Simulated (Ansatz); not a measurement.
ZrVC (P4/nmm): the Drude term of Re ε in the infrared

Re ε of ZrVC (P4/nmm) along x at low photon energies is read from one computed spectrum; the carriers' damping was typed as γ = 0.2 eV. x, y and z are the Cartesian axes of the input cell.

Symmetry: P4/nmm, No. 129, tetragonal system. Conventional cell: a = 3.343 Å, b = 3.343 Å, c = 6.741 Å, α = 90.00°, β = 90.00°, γ = 90.00°. Zr on site c has 5 C at 2.51 to 2.80 Å as nearest neighbours. Around V on site a lie 4 C at 2.28 Å and 4 V at 2.36 Å. Around C on site c lie 4 V at 2.28 Å and 4 Zr at 2.51 Å.

Method: Ansatz 0.2.0, PBE, independent particles, k-mesh 10×10×5 with interpolation inside its cells, Gaussian parameter 0.2 eV.

Launch of the response step: `ansatz run input.yaml --threads 2 --pin off --max-ram 5120MiB --backend cpu --events-out ev --progress --plain --runs-dir out`. The run took 4.5 min, on 2 threads of Arm Neoverse V2 (shared host).

| photon energy E (eV) | wavelength (µm) | Re ε |
| --- | --- | --- |
| 0.25 | 4.96 | -190.5 |
| 0.30 | 4.13 | -143.6 |
| 0.35 | 3.54 | -108.6 |
| 0.40 | 3.10 | -82.3 |
| 0.50 | 2.48 | -47.5 |
| 0.60 | 2.07 | -27.5 |
| 0.70 | 1.77 | ? |

A Drude term over a constant background gives Re ε = ε_b − ωp²/(E² + γ²), linear in 1/(E² + γ²).

Working, on the rows shown:

| x = 1/(E² + γ²) (eV⁻²) | y = Re ε |
| --- | --- |
| 9.7561 | -190.5 |
| 7.69231 | -143.6 |
| 6.15385 | -108.6 |
| 5 | -82.3 |
| 3.44828 | -47.5 |
| 2.5 | -27.5 |

Means: x̄ = 5.7584, ȳ = -100. Σ(x − x̄)(y − ȳ) = -820.5, Σ(x − x̄)² = 36.41. Slope = -820.5 / 36.41 = -22.54; intercept = ȳ − slope · x̄ = 29.769. The line misses the rows shown by at most 0.93.

What does the fit predict for the withheld row, and how well does it do?

At x = 1.8868 the line gives y = -12.751. The run gave -16.1, so the extrapolation is off by 3.3, 1.9 % of the range in the table.

Refitted with all rows, the slope is -22.31 and the intercept 28.116. These give ωp = √(−slope) = 4.72 eV, against 4.96 eV from the program's Fermi-surface sum, and an intercept of 28.1. Taking the program's Drude term off the rows leaves 49 at the lowest energy and 30 at the highest, so the background isn't constant: interband transitions lie in or near the window, and neither fitted number can be trusted. The structure is a model and need not exist. The values come from a sum over the points of one k-mesh and carry its error, which is largest for Fermi-surface quantities. Spin-orbit coupling is left out.
